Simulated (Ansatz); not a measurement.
# Sc on Cr(110): change of the work function

Wanted: Δφ(θ) for Sc/Cr(110), starting from the longbridge site.

Method: plane-wave DFT, PBE, Ansatz PAW, in the first sound run; inputs show where later runs differ, in Ansatz 0.2.0.

## (1) Starting point

The cell holds 4 atoms: 4 Cr. Its edges and angles: a = 2.494 Å, b = 2.494 Å, c = 24.109 Å, α = 90.0°, β = 90.0°, γ = 70.5°. Vacuum lies along c.

## (2) The clean slab

The bare slab comes first, as the zero from which every change is counted. The two lowest layers are held at bulk places and the upper ones relax. The dipole correction removes the false field that a one-sided slab makes across the periodic vacuum, so each face gets a flat vacuum level of its own.

input.yaml

```yaml
crystal:
  lattice:
    - [2.0364675298, -1.44, 0.0]
    - [2.0364675298, 1.44, 0.0]
    - [0.0, 0.0, 24.1094025895]
  atoms:
    - { symbol: Cr, position: [0.0, 0.0, 0.3732983415] }
    - { symbol: Cr, position: [0.5, 0.5, 0.4577661138] }
    - { symbol: Cr, position: [0.0, 0.0, 0.5422338862] }
    - { symbol: Cr, position: [0.5, 0.5, 0.6267016585] }
kpoints:
  mp_grid: { grid: [13, 13, 1] }
hamiltonian:
  xc: pbe
scf:
  occupations: { method: fermi_dirac, width: 0.1 }
  convergence: { dr2_threshold: 1.0e-08 }
efield:
  axis: 3
  dipole_correction: true
  ramp_position: 0.97
  ramp_width: 0.06
relax:
  f_tol: 0.02
  max_steps: 60
  constraints: [{ sites: [0, 1] }]
output:
  write_potential: true
  write_density: true
  volumetric_format: npy
```

Run with:

```
$ ansatz run input.yaml --threads 4 --pin off --max-ram 6144MiB --backend cpu --events-out ev --progress --plain --runs-dir out
```

What it wrote:

```text
Engine: ansatz 0.2.0, aarch64-unknown-linux-gnu
Pseudopotentials: kind: paw
Pseudopotential: Cr, paw, valence charge 14, recommended cutoff 420 eV (normal), Cr.paw.azcp
Functional definition: PBE
  parameter kappa = 0.804
  parameter beta = 0.066725
  exchange = pbe_x(kappa = kappa, mu = beta*pi^2/3)
  correlation = pbe_c(beta = beta)
Crystal: 4 atoms, lattice volume = 141.402 Å³
Basis set: ecut = 420 eV, 2751 PW (Γ), exchange–correlation on 36×36×324 points (8 copies of the dense FFT grid, shifted against one another)
Bands: 34, of which v1, the nominal top of the filled ones, is band 28 counted from 1 (27 counted from 0)
Symmetry: 4 space group operations
k-points: 49 of 169
Non-local potential: Cr, projectors of the file, l = 0: 3, l = 1: 2, l = 2: 3, l = 3: 1
PAW form: soft (Blöchl's): semilocal exchange-correlation on the pseudo side does not see the compensation charge
PAW one-centre angular grid: Cr, 590 points (default); XC on 64 Gauss nodes
Initial density: superposition of atomic densities (neutral atoms: chi_scale 0, normalization atom), corrected by the library's trained network
Initial wavefunctions: pseudopotential atomic-orbital guess
Functional: x = pbe(κ = 0.804, μ = 0.219515), c = pbe(β = 0.066725)
SCF iter   1: F=—  HF=-13508.516824 eV  |F-HF|=—  |Δ(HF+E_count)|=         —  Δρ=2.68e-3  dr2=6.33e-2  ethr=1.77e-3  p=0.000 e·Å  D=3.33e-13 V/Å  ΔV_dip=-0.00 eV  dr2_dipole=5.96e-9  V_vac-E_F(+/−)=4.45/4.45 eV  ⟨swp⟩=7.8  Hψ=16659  notcnv=0
efield: sawtooth ramp at fractional position 0.9700 (set: `efield.ramp_position`, or a place that a band, a saddle search or an elastic batch's reference lends), width 0.0600; the density the first Hamiltonian is built on has a dipole p = 0.000 e·Å; the dipole correction subtracts the counter field D = 3.33e-13 V/Å, which shifts the + side's vacuum level by -0.00 eV against the − side's; the planar-averaged density in the ramp window peaks in size at 2.1e-5 e/Å³
automatic band count: the SCF goes on with 40 bands, as 34 were too few: the levels above may hold too much charge
preconditioner: auto → LDOS  [metal: Δε(μ)=0.010 eV  Ē_g=4.004 eV  σ=0.100 eV  W_gap=0.03  n_scr=16 (ndim 8)  ℏωp=15.3 eV  f_vac=0.593  D(μ)=4.70/eV (n_scr^D=18)  β→1.0]
SCF iter   2: F=—  HF=-13508.521057 eV  |F-HF|=—  |Δ(HF+E_count)|=   4.23e-3  Δρ=3.70e-3  dr2=1.79e-2  ethr=1.13e-4  p=-0.000 e·Å  D=-2.60e-5 V/Å  ΔV_dip=0.00 eV  dr2_dipole=1.58e-7  V_vac-E_F(+/−)=4.82/4.82 eV  ⟨swp⟩=2.3  Hψ=3973  notcnv=0
SCF iter   3: F=—  HF=-13508.517196 eV  |F-HF|=—  |Δ(HF+E_count)|=   3.86e-3  Δρ=1.58e-3  dr2=4.54e-3  ethr=3.19e-5  p=0.000 e·Å  D=7.09e-7 V/Å  ΔV_dip=-0.00 eV  dr2_dipole=3.51e-9  V_vac-E_F(+/−)=4.80/4.80 eV  ⟨swp⟩=3.1  Hψ=4195  notcnv=0
SCF iter   4: F=—  HF=-13508.516849 eV  |F-HF|=—  |Δ(HF+E_count)|=   3.47e-4  Δρ=3.38e-4  dr2=4.56e-4  ethr=8.10e-6  p=0.000 e·Å  D=4.75e-6 V/Å  ΔV_dip=-0.00 eV  dr2_dipole=1.49e-8  V_vac-E_F(+/−)=4.84/4.84 eV  ⟨swp⟩=1.7  Hψ=2113  notcnv=0
SCF iter   5: F=—  HF=-13508.516862 eV  |F-HF|=—  |Δ(HF+E_count)|=   1.29e-5  Δρ=8.97e-5  dr2=3.52e-5  ethr=8.15e-7  p=0.000 e·Å  D=2.85e-6 V/Å  ΔV_dip=-0.00 eV  dr2_dipole=7.06e-8  V_vac-E_F(+/−)=4.89/4.89 eV  ⟨swp⟩=2.1  Hψ=2730  notcnv=0
SCF iter   6: F=—  HF=-13508.516801 eV  |F-HF|=—  |Δ(HF+E_count)|=   6.11e-5  Δρ=8.55e-5  dr2=2.34e-5  ethr=6.29e-8  p=0.000 e·Å  D=3.49e-6 V/Å  ΔV_dip=-0.00 eV  dr2_dipole=2.34e-8  V_vac-E_F(+/−)=4.90/4.90 eV  ⟨swp⟩=3.2  Hψ=3222  notcnv=0
SCF iter   7: F=—  HF=-13508.516800 eV  |F-HF|=—  |Δ(HF+E_count)|=   9.73e-7  Δρ=2.01e-5  dr2=9.11e-7  ethr=4.18e-8  p=0.000 e·Å  D=7.26e-7 V/Å  ΔV_dip=-0.00 eV  dr2_dipole=2.09e-9  V_vac-E_F(+/−)=4.90/4.90 eV  ⟨swp⟩=2.0  Hψ=2579  notcnv=0
SCF iter   8: F=—  HF=-13508.516794 eV  |F-HF|=—  |Δ(HF+E_count)|=   5.82e-6  Δρ=1.43e-5  dr2=4.53e-7  ethr=1.63e-9  p=0.000 e·Å  D=8.79e-7 V/Å  ΔV_dip=-0.00 eV  dr2_dipole=3.27e-9  V_vac-E_F(+/−)=4.90/4.90 eV  ⟨swp⟩=3.2  Hψ=3499  notcnv=0
SCF iter   9: F=—  HF=-13508.516794 eV  |F-HF|=—  |Δ(HF+E_count)|=   9.91e-8  Δρ=5.40e-6  dr2=9.89e-8  ethr=8.09e-10  p=0.000 e·Å  D=3.04e-7 V/Å  ΔV_dip=-0.00 eV  dr2_dipole=9.97e-11  V_vac-E_F(+/−)=4.90/4.90 eV  ⟨swp⟩=2.3  Hψ=2534  notcnv=0
SCF iter  10: F=-13508.516794 eV  HF=-13508.516794 eV  |F-HF|=2.23e-9  |Δ(HF+E_count)|=   4.25e-8  Δρ=1.42e-6  dr2=5.27e-9  ethr=1.79e-11  p=0.000 e·Å  D=1.45e-7 V/Å  ΔV_dip=-0.00 eV  dr2_dipole=1.60e-12  V_vac-E_F(+/−)=4.90/4.90 eV  ⟨swp⟩=8.4  Hψ=12606  notcnv=0
SCF 1 converged in 10 iterations: F = -13508.516794 eV  dr2 = 5.27e-9
  greatest PAW one-centre occupation: 1.000 electrons in one spin orbital (limit 2), on the Cr atom at site 2 (counted from 0), in its partial waves of l = 0
relax step   1: F+E_penalty+E_count = -13508.51679399 eV  Δ(F+E_penalty+E_count) = +0.000e0 eV  max|allowed force component| = 7.151e-1 eV/Å  Δτ_max = 0.0000 Å  (10 SCF iters, accepted)
Bands: 40, of which v1, the nominal top of the filled ones, is band 28 counted from 1 (27 counted from 0)
Initial density: handed on by an earlier stage of this run
Initial wavefunctions: those handed on with the density
iter 1 solved again at ethr=1.77e-3 eV; its pass at ethr=3.10e-3 eV (dr2=9.91e-1 eV) is discarded
SCF iter   1: F=—  HF=-13508.594501 eV  |F-HF|=—  |Δ(HF+E_count)|=         —  Δρ=1.47e-2  dr2=9.34e-1  ethr=1.77e-3  p=-0.000 e·Å  D=-5.49e-7 V/Å  ΔV_dip=0.00 eV  dr2_dipole=8.57e-2  V_vac-E_F(+/−)=4.91/4.91 eV  ⟨swp⟩=1.0  Hψ=7305  notcnv=0
efield: sawtooth ramp at fractional position 0.9700 (set: `efield.ramp_position`, or a place that a band, a saddle search or an elastic batch's reference lends), width 0.0600; the density the first Hamiltonian is built on has a dipole p = -0.000 e·Å; the dipole correction subtracts the counter field D = -5.49e-7 V/Å, which shifts the + side's vacuum level by +0.00 eV against the − side's; the planar-averaged density in the ramp window peaks in size at 3.7e-6 e/Å³
preconditioner: auto → LDOS  [metal: Δε(μ)=0.030 eV  Ē_g=4.082 eV  σ=0.100 eV  W_gap=0.07  n_scr=16 (ndim 8)  ℏωp=15.3 eV  f_vac=0.595  D(μ)=4.94/eV (n_scr^D=18)  β→1.0]
SCF iter   2: F=—  HF=-13508.575709 eV  |F-HF|=—  |Δ(HF+E_count)|=   1.88e-2  Δρ=8.58e-3  dr2=1.33e-1  ethr=1.67e-3  p=0.001 e·Å  D=1.35e-3 V/Å  ΔV_dip=-0.03 eV  dr2_dipole=1.03e-3  V_vac-E_F(+/−)=4.90/4.93 eV  ⟨swp⟩=2.0  Hψ=2406  notcnv=0
SCF iter   3: F=—  HF=-13508.564863 eV  |F-HF|=—  |Δ(HF+E_count)|=   1.08e-2  Δρ=5.37e-3  dr2=4.19e-2  ethr=2.37e-4  p=0.003 e·Å  D=4.40e-3 V/Å  ΔV_dip=-0.11 eV  dr2_dipole=9.32e-4  V_vac-E_F(+/−)=4.81/4.91 eV  ⟨swp⟩=2.1  Hψ=3209  notcnv=0
[...]
SCF iter   7: F=—  HF=-13508.560578 eV  |F-HF|=—  |Δ(HF+E_count)|=   6.31e-6  Δρ=1.22e-4  dr2=2.50e-5  ethr=2.96e-7  p=0.003 e·Å  D=3.34e-3 V/Å  ΔV_dip=-0.08 eV  dr2_dipole=1.44e-6  V_vac-E_F(+/−)=4.83/4.92 eV  ⟨swp⟩=2.1  Hψ=2436  notcnv=0
SCF iter   8: F=—  HF=-13508.560545 eV  |F-HF|=—  |Δ(HF+E_count)|=   3.36e-5  Δρ=1.62e-5  dr2=1.13e-6  ethr=4.47e-8  p=0.003 e·Å  D=3.38e-3 V/Å  ΔV_dip=-0.08 eV  dr2_dipole=1.35e-7  V_vac-E_F(+/−)=4.83/4.92 eV  ⟨swp⟩=2.1  Hψ=2677  notcnv=0
SCF iter   9: F=—  HF=-13508.560547 eV  |F-HF|=—  |Δ(HF+E_count)|=   2.37e-6  Δρ=1.17e-5  dr2=6.12e-7  ethr=2.02e-9  p=0.003 e·Å  D=3.38e-3 V/Å  ΔV_dip=-0.08 eV  dr2_dipole=1.44e-7  V_vac-E_F(+/−)=4.83/4.92 eV  ⟨swp⟩=2.8  Hψ=3537  notcnv=0
SCF iter  10: F=—  HF=-13508.560547 eV  |F-HF|=—  |Δ(HF+E_count)|=   1.25e-7  Δρ=2.81e-6  dr2=1.79e-8  ethr=1.09e-9  p=0.003 e·Å  D=3.37e-3 V/Å  ΔV_dip=-0.08 eV  dr2_dipole=3.28e-9  V_vac-E_F(+/−)=4.83/4.92 eV  ⟨swp⟩=1.3  Hψ=2015  notcnv=0
SCF iter  11: F=-13508.560547 eV  HF=-13508.560547 eV  |F-HF|=6.91e-11  |Δ(HF+E_count)|=   3.84e-8  Δρ=9.68e-7  dr2=3.54e-9  ethr=1.79e-11  p=0.003 e·Å  D=3.37e-3 V/Å  ΔV_dip=-0.08 eV  dr2_dipole=2.61e-11  V_vac-E_F(+/−)=4.83/4.92 eV  ⟨swp⟩=9.7  Hψ=11730  notcnv=0
SCF 2 converged in 11 iterations: F = -13508.560547 eV  dr2 = 3.54e-9
relax step   2: F+E_penalty+E_count = -13508.56054730 eV  Δ(F+E_penalty+E_count) = -4.375e-2 eV  max|allowed force component| = 3.257e-1 eV/Å  Δτ_max = 0.1016 Å  (11 SCF iters, accepted)
iter 1 solved again at ethr=3.70e-4 eV; its pass at ethr=3.10e-3 eV (dr2=2.07e-1 eV) is discarded
SCF iter   1: F=—  HF=-13508.579682 eV  |F-HF|=—  |Δ(HF+E_count)|=         —  Δρ=7.65e-3  dr2=2.02e-1  ethr=3.70e-4  p=0.003 e·Å  D=3.37e-3 V/Å  ΔV_dip=-0.08 eV  dr2_dipole=1.86e-3  V_vac-E_F(+/−)=4.84/4.92 eV  ⟨swp⟩=1.4  Hψ=6575  notcnv=0
efield: sawtooth ramp at fractional position 0.9700 (set: `efield.ramp_position`, or a place that a band, a saddle search or an elastic batch's reference lends), width 0.0600; the density the first Hamiltonian is built on has a dipole p = 0.003 e·Å; the dipole correction subtracts the counter field D = 3.37e-3 V/Å, which shifts the + side's vacuum level by -0.08 eV against the − side's; the planar-averaged density in the ramp window peaks in size at 1.0e-5 e/Å³
preconditioner: auto → LDOS  [metal: Δε(μ)=0.035 eV  Ē_g=4.117 eV  σ=0.100 eV  W_gap=0.09  n_scr=16 (ndim 8)  ℏωp=15.3 eV  f_vac=0.597  D(μ)=4.76/eV (n_scr^D=18)  β→1.0]
SCF iter   2: F=—  HF=-13508.573892 eV  |F-HF|=—  |Δ(HF+E_count)|=   5.79e-3  Δρ=4.97e-3  dr2=5.15e-2  ethr=3.60e-4  p=0.004 e·Å  D=5.07e-3 V/Å  ΔV_dip=-0.12 eV  dr2_dipole=2.18e-4  V_vac-E_F(+/−)=4.80/4.92 eV  ⟨swp⟩=2.0  Hψ=2582  notcnv=0
SCF iter   3: F=—  HF=-13508.570807 eV  |F-HF|=—  |Δ(HF+E_count)|=   3.08e-3  Δρ=2.35e-3  dr2=8.10e-3  ethr=9.20e-5  p=0.005 e·Å  D=6.14e-3 V/Å  ΔV_dip=-0.15 eV  dr2_dipole=3.07e-5  V_vac-E_F(+/−)=4.77/4.92 eV  ⟨swp⟩=2.0  Hψ=2922  notcnv=0
SCF iter   4: F=—  HF=-13508.570052 eV  |F-HF|=—  |Δ(HF+E_count)|=   7.55e-4  Δρ=4.11e-4  dr2=5.17e-4  ethr=1.45e-5  p=0.004 e·Å  D=5.72e-3 V/Å  ΔV_dip=-0.14 eV  dr2_dipole=6.10e-5  V_vac-E_F(+/−)=4.78/4.92 eV  ⟨swp⟩=2.1  Hψ=2577  notcnv=0
SCF iter   5: F=—  HF=-13508.570007 eV  |F-HF|=—  |Δ(HF+E_count)|=   4.58e-5  Δρ=1.48e-4  dr2=1.09e-4  ethr=9.23e-7  p=0.005 e·Å  D=5.78e-3 V/Å  ΔV_dip=-0.14 eV  dr2_dipole=2.23e-5  V_vac-E_F(+/−)=4.78/4.92 eV  ⟨swp⟩=2.4  Hψ=2751  notcnv=0
SCF iter   6: F=—  HF=-13508.570016 eV  |F-HF|=—  |Δ(HF+E_count)|=   8.89e-6  Δρ=1.75e-4  dr2=4.44e-5  ethr=1.94e-7  p=0.005 e·Å  D=5.87e-3 V/Å  ΔV_dip=-0.14 eV  dr2_dipole=9.88e-7  V_vac-E_F(+/−)=4.78/4.92 eV  ⟨swp⟩=2.1  Hψ=2743  notcnv=0
SCF iter   7: F=—  HF=-13508.569949 eV  |F-HF|=—  |Δ(HF+E_count)|=   6.66e-5  Δρ=5.93e-5  dr2=5.93e-6  ethr=7.92e-8  p=0.005 e·Å  D=5.90e-3 V/Å  ΔV_dip=-0.14 eV  dr2_dipole=1.60e-7  V_vac-E_F(+/−)=4.78/4.92 eV  ⟨swp⟩=2.6  Hψ=2864  notcnv=0
SCF iter   8: F=—  HF=-13508.569946 eV  |F-HF|=—  |Δ(HF+E_count)|=   2.61e-6  Δρ=1.17e-5  dr2=4.10e-7  ethr=1.06e-8  p=0.005 e·Å  D=5.93e-3 V/Å  ΔV_dip=-0.14 eV  dr2_dipole=6.23e-8  V_vac-E_F(+/−)=4.78/4.92 eV  ⟨swp⟩=2.1  Hψ=2818  notcnv=0
SCF iter   9: F=—  HF=-13508.569947 eV  |F-HF|=—  |Δ(HF+E_count)|=   2.45e-7  Δρ=1.12e-5  dr2=2.29e-7  ethr=7.33e-10  p=0.005 e·Å  D=5.94e-3 V/Å  ΔV_dip=-0.14 eV  dr2_dipole=2.05e-8  V_vac-E_F(+/−)=4.78/4.92 eV  ⟨swp⟩=3.0  Hψ=3995  notcnv=0
SCF iter  10: F=—  HF=-13508.569947 eV  |F-HF|=—  |Δ(HF+E_count)|=   1.97e-8  Δρ=3.22e-6  dr2=1.23e-8  ethr=4.10e-10  p=0.005 e·Å  D=5.95e-3 V/Å  ΔV_dip=-0.14 eV  dr2_dipole=2.88e-10  V_vac-E_F(+/−)=4.78/4.92 eV  ⟨swp⟩=1.7  Hψ=2233  notcnv=0
SCF iter  11: F=-13508.569947 eV  HF=-13508.569947 eV  |F-HF|=5.49e-10  |Δ(HF+E_count)|=   4.40e-9  Δρ=1.16e-6  dr2=2.69e-9  ethr=1.79e-11  p=0.005 e·Å  D=5.95e-3 V/Å  ΔV_dip=-0.14 eV  dr2_dipole=8.43e-11  V_vac-E_F(+/−)=4.78/4.92 eV  ⟨swp⟩=9.8  Hψ=11750  notcnv=0
SCF 3 converged in 11 iterations: F = -13508.569947 eV  dr2 = 2.69e-9
relax step   3: F+E_penalty+E_count = -13508.56994659 eV  Δ(F+E_penalty+E_count) = -9.399e-3 eV  max|allowed force component| = 8.822e-3 eV/Å  Δτ_max = 0.0583 Å  (11 SCF iters, accepted)
NSCF: frozen V_eff on 49 k-points
the search or the solves at the SCF's close seem to have found levels that the self-consistency loop had missed (the run counts 1). By its estimate they hold under 1e-12 electrons; where the run keeps them, the occupations were computed again with them
SCF converged after 11 iterations
Free energy (F): -13508.569947 eV
Harris-Foulkes:  -13508.569947 eV  (|F-HF|=5.49e-10)
Internal energy: -13508.414511 eV  (E = F + TS)
E sigma→0 (E₀):  -13508.492229 eV
Entropy (-TS):   -0.155436 eV (-38.859 meV/atom)
Fermi energy:    3.227276 eV
Dipole field:    D = 0.005964 V/Å  (p = 0.004661 e·Å, saw-weighted, corrected)
Work function:   Φ+ = 4.7768 eV   Φ− = 4.9207 eV
Levels:          The Fermi level and band energies are counted from a zero that moves with the ramp; work functions are not
--- Per-component energies (eV) ---
  E_band       = -1477.804190
  E_kinetic    = 1368.867653
  E_local      = -93956.199109  (includes V_loc(G=0)·N_el)
  E_nonlocal   = 316.433792
  E_hartree    = 46231.265209
  E_xc         = -556.814888
  E_vxc        = -710.091731  (∫ρ·V_xc dr)
  E_paw        = -4780.616571  (= ΣΔE_a)
  E_vpaw       = -959.365643  (= ΣTr[D̂ρ^β])
  E_aug_tail   = 0.001475  (compensation charges beyond the density's cutoff)
  E_efield     = 0.000014  (sawtooth field / dipole correction)
  E_vefield    = 0.015603  (∫n·V_field dr)
  E_ewald      = 37868.647915
  E_smearing   = -0.155436  (= −TS)
  E_closure    = -0.000000  (closes the sum)
  Σ components = -13508.569947   (vs F -13508.569947, Δ=0.00e0)
--- Forces (eV/Å), atoms counted from 1 ---
  atom   1  Cr     0.00000000     0.00000000     0.65880302
  atom   2  Cr    -0.00000000     0.00000000    -0.66608416
  atom   3  Cr    -0.00000000     0.00000000    -0.00154344
  atom   4  Cr     0.00000000     0.00000000     0.00882233
  max |Σ_I F_I| component: 2.25e-6 eV/Å
--- Band table (eV; the first three rows and the last of 49) ---
  k-point 0: bands = [... 24 lower, 2.2490, 2.3211, 2.3956, 2.4677, 3.1352, 3.4749, 4.0359, 4.0533, ... 8 higher]
  k-point 1: bands = [... 24 lower, 2.1096, 2.2894, 2.4584, 2.6592, 2.9276, 3.5174, 3.6970, 3.9791, ... 8 higher]
  k-point 2: bands = [... 24 lower, 2.0139, 2.1469, 2.4196, 2.7084, 2.9658, 3.1035, 3.8839, 3.9304, ... 8 higher]
  k-point 48: bands = [... 24 lower, 2.0891, 3.4118, 3.5656, 4.0576, 4.1540, 4.2936, 4.7310, 5.1561, ... 8 higher]
--- Relaxed structure (3 steps of the walk, 3 accepted, 0 SCFs on fresh bases) ---
  F+E_penalty+E_count = -13508.56994659 eV   max|allowed force component| = 8.822e-3 eV/Å
  atoms:
    - { symbol: Cr, position: [0.0, 0.0, 0.3732983415] }
    - { symbol: Cr, position: [0.500000, 0.500000, 0.4577661138] }
    - { symbol: Cr, position: [-1.087565e-18, -1.087565e-18, 0.541131] }
    - { symbol: Cr, position: [0.500000, 0.500000, 0.620068] }
```

Run time: 22 s. Hardware: 4 threads of Arm Neoverse V2, shared host; peak memory 0.57 GiB; 84 s of CPU time.

The column dr2 measures how far the density is from self-consistency, as an energy; F and HF (Harris–Foulkes) agree once it is small.

This run has no spin polarisation, although Cr can carry a moment.

The steps of the relaxation:

```
step  energy less that of the first step (eV)  largest force component (eV/Å)
   1                                   0.0000                          0.7151
   2                                  -0.0438                          0.3257
   3                                  -0.0532                          0.0088
```

The run keeps the 4 symmetry operations that the program found, so distortions that break them were not tested.

The atoms that moved most (Å):

```
atom     dx     dy      dz  length
 Cr4  0.000  0.000  -0.160   0.160
 Cr3  0.000  0.000  -0.027   0.027
```

The relaxed structure:

```xyz
4
Lattice="2.0365 -1.4400 0.0000 2.0365 1.4400 0.0000 0.0000 0.0000 24.1094" Properties=species:S:1:pos:R:3
Cr    0.0000    0.0000    9.0000
Cr    2.0365    0.0000   11.0365
Cr    0.0000    0.0000   13.0463
Cr    2.0365    0.0000   14.9495
```

This step gave:

| Property | Result |
| --- | --- |
| energy at zero smearing | -13508.4922 eV |
| work function, upper face | 4.777 eV |
| work function, lower face | 4.921 eV |
| dipole along the normal | 0.004661 e·Å |
| step between the vacuum levels | -0.1438 eV |

Running mean over 2.036 Å of the planar mean; the ramp of the sawtooth is left out. Electron's electrostatic potential energy less the Fermi level against z:

z (Å), electron's electrostatic potential energy less the Fermi level (eV) and a bar from the least value:
```
      3.0        4.9 ##############################
      3.5        4.9 ##############################
      4.0        4.9 ##############################
      4.5        4.9 ##############################
      5.0        4.9 ##############################
      5.5        4.9 ##############################
      6.0        4.8 ##############################
      6.5        4.6 #############################
      7.0        3.9 ############################
      7.5        1.4 #######################
      8.0       -3.3 ###############
      8.5       -7.8 ######
      9.0       -9.6 ###
      9.5       -9.7 ##
     10.0       -9.8 ##
     10.5       -9.9 ##
     11.0      -10.0 ##
     11.5      -10.1 ##
     12.0      -10.2 ##
     12.5      -10.2 ##
     13.0      -10.2 ##
     13.5      -10.8 #
     14.0      -11.1 
     14.5      -10.6 #
     15.0       -9.7 ###
     15.5       -7.5 #######
     16.0       -2.9 ###############
     16.5        1.7 ########################
     17.0        3.8 ############################
     17.5        4.5 #############################
     18.0        4.7 ##############################
     18.5        4.8 ##############################
     19.0        4.8 ##############################
     19.5        4.8 ##############################
     20.0        4.8 ##############################
     20.5        4.8 ##############################
     21.0        4.8 ##############################
```

The relaxation took 3 steps and lowered the energy by 0.053 eV; the largest force on the free atoms ends at 0.0088 eV/Å.

The work function of the upper face is 4.78 eV.

[end of part 1 of 4]

[Long decimals in the printed logs are rounded to 6 places.]

[Logs are printed without paths, hosts, clocks, repeated set-up lines and the standing remarks that a program may print on its own settings, such as how far it seeks lower states.]

[Hosts, paths, dates, database ids (printed as entryN), source tags and the programs' standing remarks are cut or masked in the printed files.]

[Maps of the electrostatic potential energy from Ansatz leave out the sawtooth potential of an applied field or a dipole correction, so their vacuum need not be flat; planar profiles and work functions include it.]
